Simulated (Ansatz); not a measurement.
# Work function of Mo(100): what the settings cost and change

Aim: the work function of Mo(100) against thickness and vacuum, with the cost.

Program: Ansatz 0.2.0. Level of theory: plane-wave DFT, PBE, Ansatz PAW. Results are calculated unless marked as measured.

## (1) The starting structure

The cell holds 1 atom: 1 Mo. Cell: a = 3.150 Å, b = 3.150 Å, c = 18.000 Å, α = 90.0°, β = 90.0°, γ = 90.0°. Vacuum lies along c.

## (2) Slab, setting 1 layer

A work function rests on the faint tail of the density, so the SCF threshold is tight. The slab grows from one layer, at fixed mesh and 18 Å of vacuum; then the vacuum is varied on one slab.

input.yaml

```yaml
crystal:
  lattice:
    - [3.15, 0.0, 0.0]
    - [0.0, 3.15, 0.0]
    - [0.0, 0.0, 18.0]
  atoms:
    - { symbol: Mo, position: [0.5, 0.5, 0.5] }
kpoints:
  mp_grid: { grid: [13, 13, 1] }
hamiltonian:
  xc: pbe
scf:
  occupations: { method: fermi_dirac, width: 0.1 }
  convergence: { dr2_threshold: 1.0e-09 }
efield:
  axis: 3
  dipole_correction: true
  ramp_position: 0.97
  ramp_width: 0.06
output:
  write_potential: true
  write_density: true
  volumetric_format: npy
  elf: true
```

Started as:

```sh
> ansatz run input.yaml --threads 2 --pin off --max-ram 3072MiB --backend cpu --events-out ev --progress --plain --runs-dir out
```

Numbers of over 12 decimals in the logs are rounded to 6 here.

The program printed:

```text
Engine: ansatz 0.2.0, aarch64-unknown-linux-gnu
Pseudopotentials: kind: paw
Pseudopotential: Mo, paw, valence charge 14, recommended cutoff 420 eV (normal), Mo.paw.azcp
Functional definition: PBE
  parameter kappa = 0.804
  parameter beta = 0.066725
  exchange = pbe_x(kappa = kappa, mu = beta*pi^2/3)
  correlation = pbe_c(beta = beta)
Crystal: 1 atoms, lattice volume = 178.605 Å³
Basis set: ecut = 420 eV, 3509 PW (Γ)
Bands: 11, of which v1, the nominal top of the filled ones, is band 7 counted from 1 (6 counted from 0)
Symmetry: 8 space group operations
k-points: 28 of 169
Non-local potential: Mo, projectors of the file, l = 0: 3, l = 1: 2, l = 2: 2, l = 3: 1
PAW form: soft (Blöchl's): semilocal exchange-correlation on the pseudo side does not see the compensation charge
PAW one-centre angular grid: Mo, 590 points (default); XC on 64 Gauss nodes
Initial density: superposition of atomic densities (neutral atoms: chi_scale 0, normalization atom), corrected by the library's trained network
Initial wavefunctions: pseudopotential atomic-orbital guess
Functional: x = pbe(κ = 0.804, μ = 0.219515), c = pbe(β = 0.066725)
SCF iter   1: F=—  HF=-4950.877166 eV  |F-HF|=—  |Δ(HF+E_count)|=         —  Δρ=2.84e-3  dr2=2.14e-2  ethr=1.77e-3  p=0.000 e·Å  D=6.72e-16 V/Å  ΔV_dip=-0.00 eV  dr2_dipole=1.42e-11  V_vac-E_F(+/−)=4.96/4.96 eV  ⟨swp⟩=5.0  Hψ=1822  notcnv=0
efield: sawtooth ramp at fractional position 0.9700 (set: `efield.ramp_position`, or a place that a band, a saddle search or an elastic batch's reference lends), width 0.0600; the density the first Hamiltonian is built on has a dipole p = 0.000 e·Å; the dipole correction subtracts the counter field D = 6.72e-16 V/Å, which shifts the + side's vacuum level by -0.00 eV against the − side's; the planar-averaged density in the ramp window peaks in size at 1.5e-5 e/Å³
preconditioner: auto → LDOS  [metal: Δε(μ)=0.096 eV  Ē_g=2.724 eV  σ=0.100 eV  W_gap=0.23  n_scr=10 (ndim 8)  ℏωp=6.8 eV  f_vac=0.720  D(μ)=3.78/eV (n_scr^D=10)  β→1.0]
SCF iter   2: F=—  HF=-4950.877063 eV  |F-HF|=—  |Δ(HF+E_count)|=   1.03e-4  Δρ=3.25e-3  dr2=1.38e-2  ethr=1.53e-4  p=-0.000 e·Å  D=-8.23e-7 V/Å  ΔV_dip=0.00 eV  dr2_dipole=2.44e-11  V_vac-E_F(+/−)=4.77/4.77 eV  ⟨swp⟩=2.6  Hψ=769  notcnv=0
SCF iter   3: F=—  HF=-4950.874726 eV  |F-HF|=—  |Δ(HF+E_count)|=   2.34e-3  Δρ=4.60e-4  dr2=7.85e-4  ethr=9.88e-5  p=-0.000 e·Å  D=-3.65e-7 V/Å  ΔV_dip=0.00 eV  dr2_dipole=1.36e-12  V_vac-E_F(+/−)=4.80/4.80 eV  ⟨swp⟩=2.1  Hψ=478  notcnv=0
SCF iter   4: F=—  HF=-4950.874641 eV  |F-HF|=—  |Δ(HF+E_count)|=   8.53e-5  Δρ=8.89e-5  dr2=4.13e-5  ethr=5.61e-6  p=-0.000 e·Å  D=-3.30e-8 V/Å  ΔV_dip=0.00 eV  dr2_dipole=7.16e-13  V_vac-E_F(+/−)=4.76/4.76 eV  ⟨swp⟩=1.7  Hψ=343  notcnv=0
SCF iter   5: F=—  HF=-4950.874649 eV  |F-HF|=—  |Δ(HF+E_count)|=   8.25e-6  Δρ=2.37e-5  dr2=2.50e-6  ethr=2.95e-7  p=-0.000 e·Å  D=-1.46e-7 V/Å  ΔV_dip=0.00 eV  dr2_dipole=2.31e-12  V_vac-E_F(+/−)=4.75/4.75 eV  ⟨swp⟩=2.0  Hψ=370  notcnv=0
SCF iter   6: F=—  HF=-4950.874650 eV  |F-HF|=—  |Δ(HF+E_count)|=   1.10e-6  Δρ=9.57e-6  dr2=8.01e-8  ethr=1.79e-8  p=0.000 e·Å  D=1.23e-7 V/Å  ΔV_dip=-0.00 eV  dr2_dipole=2.65e-12  V_vac-E_F(+/−)=4.74/4.74 eV  ⟨swp⟩=2.2  Hψ=419  notcnv=0
SCF iter   7: F=—  HF=-4950.874633 eV  |F-HF|=—  |Δ(HF+E_count)|=   1.76e-5  Δρ=2.29e-6  dr2=9.00e-9  ethr=5.72e-10  p=-0.000 e·Å  D=-5.15e-8 V/Å  ΔV_dip=0.00 eV  dr2_dipole=6.46e-13  V_vac-E_F(+/−)=4.74/4.74 eV  ⟨swp⟩=2.2  Hψ=525  notcnv=0
SCF iter   8: F=-4950.874633 eV  HF=-4950.874633 eV  |F-HF|=9.16e-10  |Δ(HF+E_count)|=   2.18e-8  Δρ=3.06e-7  dr2=1.33e-10  ethr=7.14e-12  p=0.000 e·Å  D=4.10e-8 V/Å  ΔV_dip=-0.00 eV  dr2_dipole=2.40e-13  V_vac-E_F(+/−)=4.74/4.74 eV  ⟨swp⟩=1.2  Hψ=907  notcnv=0
SCF 1 converged in 8 iterations: F = -4950.874633 eV  dr2 = 1.33e-10
  greatest PAW one-centre occupation: 0.998 electrons in one spin orbital (limit 2), on the Mo atom at site 0 (counted from 0), in its partial waves of l = 0
WARN: The output density's exchange-correlation potential varies sharply where the density is thin. Do not read a vacuum level from v_tot or v_xc, or from such a field of the output density. On a cell that repeats whose density bears no net charge and no dipole along the vacuum's axis use v_es (v_loc + v_h of the components); under efield.dipole_correction with no amplitude use v_es + v_field, which holds any externa [...]
SCF converged after 8 iterations
Free energy (F): -4950.874633 eV
Harris-Foulkes:  -4950.874633 eV  (|F-HF|=9.16e-10)
Internal energy: -4950.740477 eV  (E = F + TS)
E sigma→0 (E₀):  -4950.807555 eV
Entropy (-TS):   -0.134156 eV (-134.156 meV/atom)
Fermi energy:    -2.351150 eV
Dipole field:    D = -0.000001 V/Å  (p = -0.000001 e·Å, saw-weighted, corrected)
Work function:   Φ+ = 4.7441 eV   Φ− = 4.7441 eV
Levels:          The Fermi level and band energies are counted from a zero that moves with the ramp; work functions are not
--- Per-component energies (eV) ---
  E_band       = -370.138640
  E_kinetic    = 430.487313
  E_local      = -5582.813791  (includes V_loc(G=0)·N_el)
  E_nonlocal   = 146.251426
  E_hartree    = 2499.579691
  E_xc         = -175.970713
  E_vxc        = -218.740004  (∫ρ·V_xc dr)
  E_paw        = -3201.758509  (= ΣΔE_a)
  E_vpaw       = -144.483189  (= ΣTr[D̂ρ^β])
  E_aug_tail   = 0.000043  (compensation charges beyond the density's cutoff)
  E_efield     = 0.000000  (sawtooth field / dipole correction)
  E_vefield    = 0.000000  (∫n·V_field dr)
  E_ewald      = 933.484064
  E_smearing   = -0.134156  (= −TS)
  E_closure    = 0.000000  (closes the sum)
  Σ components = -4950.874633   (vs F -4950.874633, Δ=0.00e0)
--- Band table (eV; the first three rows and the last of 28) ---
  k-point 0: bands = [... 3 lower, -37.1905, -5.5022, -3.9730, -2.8808, -1.3561, -1.3561, -0.9539, -0.4980]
  k-point 1: bands = [... 3 lower, -37.1894, -5.3850, -3.9031, -2.8446, -1.7054, -1.3458, -0.5955, -0.5802]
  k-point 2: bands = [... 3 lower, -37.1865, -5.0653, -3.6797, -2.7394, -2.1823, -1.3172, -0.7978, -0.0679]
  k-point 27: bands = [... 3 lower, -37.3920, -4.0831, -2.8694, -2.8497, -1.7175, 0.2154, 2.3557, 2.9665]
```

It took 3.4 s on 2 threads of Arm Neoverse V2, shared host; peak memory 0.42 GiB; 6.5 s of CPU time.

Numbers from this step:

| Property | Result |
| --- | --- |
| energy at zero smearing | -4950.8076 eV |
| work function, upper face | 4.744 eV |

Running mean over 1.575 Å of the planar mean; the ramp of the sawtooth is left out. Table of electron's electrostatic potential energy less the Fermi level by z:

| z (Å) | electron's electrostatic potential energy less the Fermi level (eV) |
| --- | --- |
| 3.0 | 4.74 |
| 3.5 | 4.74 |
| 4.0 | 4.74 |
| 4.5 | 4.74 |
| 5.0 | 4.74 |
| 5.5 | 4.72 |
| 6.0 | 4.68 |
| 6.5 | 4.52 |
| 7.0 | 4.03 |
| 7.5 | 2.45 |
| 8.0 | -1.95 |
| 8.5 | -7.72 |
| 9.0 | -10.4 |
| 9.5 | -7.72 |
| 10.0 | -1.95 |
| 10.5 | 2.45 |
| 11.0 | 4.03 |
| 11.5 | 4.52 |
| 12.0 | 4.68 |
| 12.5 | 4.72 |
| 13.0 | 4.74 |
| 13.5 | 4.74 |
| 14.0 | 4.74 |
| 14.5 | 4.74 |
| 15.0 | 4.74 |

Valence density in the ca plane at fractional y = 0.500, with atoms of Mo within 0.2 Å of it. It is the smooth field of the valence electrons, not physical close to the nuclei.

Ten steps, logarithmic in the rise over the least value, from '0' (0.0 e/Å³) to '9' (6.5 e/Å³), each cell a mean:
```
00000000000000000001233321000000000000000000
00000000000000000012466531000000000000000000
00000000000000000013689842000000000000000000
00000000000000000013799952000000000000000000
00000000000000000013799852000000000000000000
00000000000000000012578631000000000000000000
00000000000000000011344321000000000000000000
00000000000000000001233221000000000000000000
```
Columns run along c (18.0 Å), rows up along a (3.1 Å). Atoms in or near the plane, at fractional coordinates: Mo at (0.50, 0.50).

ELF in the ca plane at fractional y = 0.500, with atoms of Mo within 0.2 Å of it. It is the smooth field of the valence electrons, not physical close to the nuclei.

Values, 5 rows by 16 columns, each cell a mean:
```
0.00 0.00 0.00 0.00 0.00 0.04 0.21 0.32 0.34 0.24 0.05 0.00 0.00 0.00 0.00 0.00
0.00 0.00 0.00 0.00 0.00 0.02 0.09 0.47 0.56 0.10 0.03 0.00 0.00 0.00 0.00 0.00
0.00 0.00 0.00 0.00 0.00 0.02 0.07 0.51 0.55 0.09 0.03 0.00 0.00 0.00 0.00 0.00
0.00 0.00 0.00 0.00 0.00 0.03 0.11 0.40 0.48 0.13 0.04 0.00 0.00 0.00 0.00 0.00
0.00 0.00 0.00 0.00 0.00 0.04 0.25 0.37 0.36 0.29 0.06 0.00 0.00 0.00 0.00 0.00
```
Columns run along c (18.0 Å), rows up along a (3.1 Å). Atoms in or near the plane, at fractional coordinates: Mo at (0.50, 0.50).

Electrostatic potential energy in the ca plane at fractional y = 0.500, with atoms of Mo within 0.2 Å of it. With pseudopotentials it is smooth inside the atoms' cores, unlike the true potential.

Values in eV, 5 rows by 16 columns, each cell a mean:
```
  2   2   2   2   2   2   1  -5  -6   1   2   2   2   2   2   2
  2   2   2   2   2   2   0 -27 -33  -1   2   2   2   2   2   2
  2   2   2   2   2   2  -1 -34 -40  -3   2   2   2   2   2   2
  2   2   2   2   2   2   1 -19 -25  -1   2   2   2   2   2   2
  2   2   2   2   2   2   2  -2  -3   1   2   2   2   2   2   2
```
Columns run along c (18.0 Å; values clipped at the 3rd and 97th percentile), rows up along a (3.1 Å). Atoms in or near the plane, at fractional coordinates: Mo at (0.50, 0.50).

The work function is 4.744 eV.

## (3) Slab, 2 atoms

System of this step: Mo(100). The cell holds 2 atoms: 2 Mo. Its edges and angles: a = 3.150 Å, b = 3.150 Å, c = 19.575 Å, α = 90.0°, β = 90.0°, γ = 90.0°. Vacuum lies along c.

input.yaml, the sections that differ from step 2:

```yaml
crystal:
  lattice:
    - [3.15, 0.0, 0.0]
    - [0.0, 3.15, 0.0]
    - [0.0, 0.0, 19.575]
  atoms:
    - { symbol: Mo, position: [0.5, 0.5, 0.4597701149] }
    - { symbol: Mo, position: [0.0, 0.0, 0.5402298851] }
output:
  write_potential: true
  write_density: true
  volumetric_format: npy
# kpoints, hamiltonian, scf, efield: as in step 2
```

The program printed:

```text
[...]
Crystal: 2 atoms, lattice volume = 194.233 Å³
Basis set: ecut = 420 eV, 3849 PW (Γ)
Bands: 18, of which v1, the nominal top of the filled ones, is band 14 counted from 1 (13 counted from 0)
Symmetry: 8 space group operations
k-points: 28 of 169
[...]
k-point 0: bands = [... 10 lower, -3.0481, -0.2174, -0.0853, -0.0853, 0.1184, 0.5145, 0.6240, 2.2292]
  k-point 1: bands = [... 10 lower, -2.9580, -0.4316, -0.1129, 0.0811, 0.2243, 0.4553, 0.5037, 2.1895]
  k-point 2: bands = [... 10 lower, -2.6014, -0.5759, -0.1998, -0.1721, 0.0961, 0.6678, 0.6767, 2.0672]
  k-point 27: bands = [... 10 lower, -2.0125, -1.9752, 0.6642, 0.7404, 1.8797, 1.8911, 2.6121, 3.0159]
[key lines of the parts left out:]
SCF converged after 9 iterations
Free energy (F): -9907.897252 eV
Fermi energy:    0.163370 eV
Dipole field:    D = 0.000000 V/Å  (p = 0.000000 e·Å, saw-weighted, corrected)
Work function:   Φ+ = 3.9365 eV   Φ− = 3.9365 eV
```

Run time: 5.6 s. Hardware: 2 threads; peak memory 0.42 GiB; 11 s of CPU time.

The work function is 3.937 eV, -0.808 eV from the run “1 layer”, at 1.7 times its CPU time.

## (4) Slab, 3 atoms

System of this step: Mo(100). The cell holds 3 atoms: 3 Mo. Its edges and angles: a = 3.150 Å, b = 3.150 Å, c = 21.150 Å, α = 90.0°, β = 90.0°, γ = 90.0°. Vacuum lies along c.

input.yaml, the sections that differ from step 3:

```yaml
crystal:
  lattice:
    - [3.15, 0.0, 0.0]
    - [0.0, 3.15, 0.0]
    - [0.0, 0.0, 21.15]
  atoms:
    - { symbol: Mo, position: [0.0, 0.0, 0.4255319149] }
    - { symbol: Mo, position: [0.5, 0.5, 0.5] }
    - { symbol: Mo, position: [0.0, 0.0, 0.5744680851] }
# kpoints, hamiltonian, scf, efield, output: as in step 3
```

The program printed:

```text
[...]
Crystal: 3 atoms, lattice volume = 209.861 Å³
Basis set: ecut = 420 eV, 4119 PW (Γ)
Bands: 26, of which v1, the nominal top of the filled ones, is band 21 counted from 1 (20 counted from 0)
Symmetry: 8 space group operations
k-points: 28 of 169
[...]
k-point 0: bands = [... 17 lower, 0.6591, 0.6591, 1.1498, 1.4657, 1.6387, 1.7871, 1.7871, 2.0867, ... 1 higher]
  k-point 1: bands = [... 17 lower, 0.6104, 0.7750, 0.8765, 1.1903, 1.5103, 1.9908, 1.9948, 2.4114, ... 1 higher]
  k-point 2: bands = [... 17 lower, 0.4322, 0.4578, 0.7218, 0.9935, 1.6669, 2.2125, 2.2438, 2.6417, ... 1 higher]
  k-point 27: bands = [... 17 lower, -0.1750, -0.1485, 2.6404, 2.6830, 3.0395, 3.0737, 3.6767, 3.8251, ... 1 higher]
[key lines of the parts left out:]
SCF converged after 10 iterations
Free energy (F): -14863.749879 eV
Fermi energy:    1.662639 eV
Dipole field:    D = 0.000000 V/Å  (p = 0.000000 e·Å, saw-weighted, corrected)
Work function:   Φ+ = 4.0899 eV   Φ− = 4.0899 eV
```

Wall time 8.6 s (2 threads); peak memory 0.47 GiB.

The work function is 4.090 eV, +0.153 eV from the run “2 layers”, at 1.6 times its CPU time.

## (5) Slab, 4 atoms

System of this step: Mo(100). The cell holds 4 atoms: 4 Mo. Its edges and angles: a = 3.150 Å, b = 3.150 Å, c = 22.725 Å, α = 90.0°, β = 90.0°, γ = 90.0°. Vacuum lies along c.

input.yaml, the sections that differ from step 4:

```yaml
crystal:
  lattice:
    - [3.15, 0.0, 0.0]
    - [0.0, 3.15, 0.0]
    - [0.0, 0.0, 22.725]
  atoms:
    - { symbol: Mo, position: [0.5, 0.5, 0.396039604] }
    - { symbol: Mo, position: [0.0, 0.0, 0.4653465347] }
    - { symbol: Mo, position: [0.5, 0.5, 0.5346534653] }
    - { symbol: Mo, position: [0.0, 0.0, 0.603960396] }
# kpoints, hamiltonian, scf, efield, output: as in step 4
```

The program printed:

```text
[...]
Crystal: 4 atoms, lattice volume = 225.489 Å³
Basis set: ecut = 420 eV, 4451 PW (Γ)
Bands: 34, of which v1, the nominal top of the filled ones, is band 28 counted from 1 (27 counted from 0)
Symmetry: 8 space group operations
k-points: 28 of 169
[...]
k-point 0: bands = [... 24 lower, 2.1392, 2.4571, 2.7304, 2.7304, 2.9168, 3.1487, 3.8299, 4.1028, ... 2 higher]
  k-point 1: bands = [... 24 lower, 2.1244, 2.4576, 2.5372, 2.9754, 3.0661, 3.1968, 3.4650, 4.1785, ... 2 higher]
  k-point 2: bands = [... 24 lower, 1.7786, 2.3784, 2.5872, 3.1076, 3.1401, 3.1557, 3.6118, 4.2961, ... 2 higher]
  k-point 27: bands = [... 24 lower, 2.0871, 2.1138, 4.6024, 4.6428, 4.6872, 4.7243, 5.2038, 5.3665, ... 2 higher]
[key lines of the parts left out:]
SCF converged after 10 iterations
Free energy (F): -19819.832059 eV
Fermi energy:    3.093843 eV
Dipole field:    D = -0.000000 V/Å  (p = -0.000000 e·Å, saw-weighted, corrected)
Work function:   Φ+ = 3.8670 eV   Φ− = 3.8670 eV
```

Run time: 12 s. Hardware: 2 threads; peak memory 0.52 GiB; 24 s of CPU time.

The work function is 3.867 eV, -0.223 eV from the run “3 layers”, at 1.4 times its CPU time.

## (6) Run, 5 atoms

System of this step: Mo(100). The cell holds 5 atoms: 5 Mo. Cell: a = 3.150 Å, b = 3.150 Å, c = 24.300 Å, α = 90.0°, β = 90.0°, γ = 90.0°. Vacuum lies along c.

input.yaml, the sections that differ from step 5:

```yaml
crystal:
  lattice:
    - [3.15, 0.0, 0.0]
    - [0.0, 3.15, 0.0]
    - [0.0, 0.0, 24.3]
  atoms:
    - { symbol: Mo, position: [0.0, 0.0, 0.3703703704] }
    - { symbol: Mo, position: [0.5, 0.5, 0.4351851852] }
    - { symbol: Mo, position: [0.0, 0.0, 0.5] }
    - { symbol: Mo, position: [0.5, 0.5, 0.5648148148] }
    - { symbol: Mo, position: [0.0, 0.0, 0.6296296296] }
# kpoints, hamiltonian, scf, efield, output: as in step 5
```

The program printed:

```text
[...]
Crystal: 5 atoms, lattice volume = 241.117 Å³
Basis set: ecut = 420 eV, 4761 PW (Γ)
Bands: 42, of which v1, the nominal top of the filled ones, is band 35 counted from 1 (34 counted from 0)
Symmetry: 8 space group operations
k-points: 28 of 169
[...]
k-point 0: bands = [... 31 lower, 3.3930, 3.3930, 3.8090, 4.1371, 4.1531, 4.1996, 4.1996, 4.2723, ... 3 higher]
  k-point 1: bands = [... 31 lower, 3.4982, 3.6183, 3.7033, 3.8033, 4.0571, 4.1666, 4.6499, 4.7048, ... 3 higher]
  k-point 2: bands = [... 31 lower, 3.4913, 3.5532, 3.5700, 3.5912, 4.3594, 4.3776, 4.7878, 4.9685, ... 3 higher]
  k-point 27: bands = [... 31 lower, 3.5702, 3.5924, 5.6643, 5.7410, 5.8646, 5.9704, 6.1460, 6.1751, ... 3 higher]
[key lines of the parts left out:]
SCF converged after 11 iterations
Free energy (F): -24775.862379 eV
Fermi energy:    4.219525 eV
Dipole field:    D = -0.000000 V/Å  (p = -0.000001 e·Å, saw-weighted, corrected)
Work function:   Φ+ = 3.9717 eV   Φ− = 3.9717 eV
```

It took 19 s on 2 threads; peak memory 0.59 GiB; 38 s of CPU time.

The work function is 3.972 eV, +0.105 eV from the run “4 layers”, at 1.5 times its CPU time.

## (7) Run, 6 atoms

System of this step: Mo(100). The cell holds 6 atoms: 6 Mo. Its edges and angles: a = 3.150 Å, b = 3.150 Å, c = 25.875 Å, α = 90.0°, β = 90.0°, γ = 90.0°. Vacuum lies along c.

input.yaml, the sections that differ from step 6:

```yaml
crystal:
  lattice:
    - [3.15, 0.0, 0.0]
    - [0.0, 3.15, 0.0]
    - [0.0, 0.0, 25.875]
  atoms:
    - { symbol: Mo, position: [0.5, 0.5, 0.347826087] }
    - { symbol: Mo, position: [0.0, 0.0, 0.4086956522] }
    - { symbol: Mo, position: [0.5, 0.5, 0.4695652174] }
    - { symbol: Mo, position: [0.0, 0.0, 0.5304347826] }
    - { symbol: Mo, position: [0.5, 0.5, 0.5913043478] }
    - { symbol: Mo, position: [0.0, 0.0, 0.652173913] }
# kpoints, hamiltonian, scf, efield, output: as in step 6
```

The program printed:

```text
[...]
Crystal: 6 atoms, lattice volume = 256.745 Å³
Basis set: ecut = 420 eV, 5047 PW (Γ)
Bands: 51, of which v1, the nominal top of the filled ones, is band 42 counted from 1 (41 counted from 0)
Symmetry: 8 space group operations
k-points: 28 of 169
[...]
k-point 0: bands = [... 38 lower, 4.2669, 4.8180, 4.8180, 4.9813, 5.1585, 5.2146, 5.3415, 5.7490, ... 5 higher]
  k-point 1: bands = [... 38 lower, 4.5004, 4.5244, 4.7099, 5.0742, 5.3174, 5.3344, 5.3782, 5.5486, ... 5 higher]
  k-point 2: bands = [... 38 lower, 4.3182, 4.5782, 4.6202, 5.2121, 5.2414, 5.4405, 5.6221, 5.9093, ... 5 higher]
  k-point 27: bands = [... 38 lower, 5.0434, 5.0517, 6.7771, 6.7928, 7.0332, 7.1907, 7.1968, 7.2078, ... 5 higher]
[key lines of the parts left out:]
SCF converged after 11 iterations
Free energy (F): -29731.954592 eV
Fermi energy:    5.248513 eV
Dipole field:    D = 0.000003 V/Å  (p = 0.000004 e·Å, saw-weighted, corrected)
Work function:   Φ+ = 3.9283 eV   Φ− = 3.9284 eV
```

The job ended after 25 s (2 threads; peak memory 0.67 GiB).

The work function is 3.928 eV, -0.043 eV from the run “5 layers”, at 1.3 times its CPU time.

(Continued in part 2 of 2.)

[Logs are printed without paths, hosts, clocks, repeated set-up lines and the standing remarks that a program may print on its own settings, such as how far it seeks lower states.]

[Hosts, paths, dates, database ids (printed as entryN), source tags and the programs' standing remarks are cut or masked in the printed files.]

[Maps of the electrostatic potential energy from Ansatz leave out the sawtooth potential of an applied field or a dipole correction, so their vacuum need not be flat; planar profiles and work functions include it.]
